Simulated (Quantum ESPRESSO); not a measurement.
Two runs for the Sb K edge of atom 1 in Sb (Antimony, R-3m). Run A: Quantum ESPRESSO XSpectra, LDA, excited-electron core hole (neutral cell), 8-atom cell with 6.2 Å between holes, 4×4×4 k points, dipole transitions, Lorentzian half width 0.4 eV. Run B differs in one choice.

Energy from the energy zero of the input (xe0, at the border of filled and empty states); intensity scaled to a mean of 1 over the first 20 eV:

| E (eV) | A | B |
| --- | --- | --- |
| -2.00 | 0.11 | 0.11 |
| -1.25 | 0.18 | 0.18 |
| -0.50 | 0.40 | 0.41 |
| 0.25 | 1.20 | 1.25 |
| 1.00 | 2.35 | 1.87 |
| 1.75 | 2.09 | 2.26 |
| 2.50 | 2.21 | 2.16 |
| 3.25 | 1.57 | 1.88 |
| 4.00 | 1.55 | 1.71 |
| 4.75 | 1.07 | 1.15 |
| 5.50 | 0.79 | 0.66 |
| 6.25 | 0.60 | 0.45 |
| 7.00 | 0.42 | 0.44 |
| 7.75 | 0.55 | 0.65 |
| 8.50 | 0.72 | 0.62 |
| 9.25 | 0.82 | 0.85 |
| 10.00 | 1.03 | 0.81 |
| 10.75 | 0.72 | 0.66 |
| 11.50 | 0.62 | 0.75 |
| 12.25 | 0.72 | 0.80 |
| 13.00 | 0.73 | 0.76 |
| 13.75 | 0.79 | 0.76 |
| 14.50 | 0.76 | 0.78 |
| 15.25 | 0.79 | 0.73 |
| 16.00 | 0.75 | 0.74 |
| 16.75 | 0.77 | 0.80 |
| 17.50 | 0.67 | 0.75 |
| 18.25 | 0.73 | 0.86 |
| 19.00 | 0.95 | 0.92 |
| 19.75 | 1.10 | 0.96 |
| 20.50 | 0.95 | 0.89 |
| 21.25 | 1.00 | 0.92 |
| 22.00 | 0.90 | 0.94 |
| 22.75 | 0.90 | 0.98 |
| 23.50 | 0.88 | 0.86 |
| 24.25 | 0.86 | 0.85 |
| 25.00 | 0.90 | 0.80 |
| 25.75 | 0.80 | 0.78 |
| 26.50 | 0.74 | 0.72 |
| 27.25 | 0.73 | 0.76 |
| 28.00 | 0.71 | 0.73 |
| 28.75 | 0.63 | 0.75 |
| 29.50 | 0.73 | 0.73 |
| 30.25 | 0.73 | 0.73 |
| 31.00 | 0.78 | 0.72 |
| 31.75 | 0.77 | 0.70 |

**Question.** What was changed?
a) the size of the supercell
b) the plane-wave cutoff
c) the radius of the reconstruction
d) the broadening

(a): run B changes the supercell atoms from 8 to 2, and the k mesh follows the cell. The scaled spectrum changes by 12 % r.m.s. The highest intensity below 24 eV goes from 1.0 eV (2.36) to 1.5 eV (2.31). Other settings could leave a like mark; this is the one that was changed.

[Hosts, paths, dates, database ids (printed as entryN), source tags and the programs' standing remarks are cut or masked in the printed files.]

[Lists of maxima count a maximum above −3 eV only where it reaches 4 % of the highest in the window and stands out from its surroundings by 2 % of it (1.5 % where it reaches 55 %); shoulders and weaker maxima are passed over, and of the rest the first, up to two pre-edge ones and the few strongest are named.]
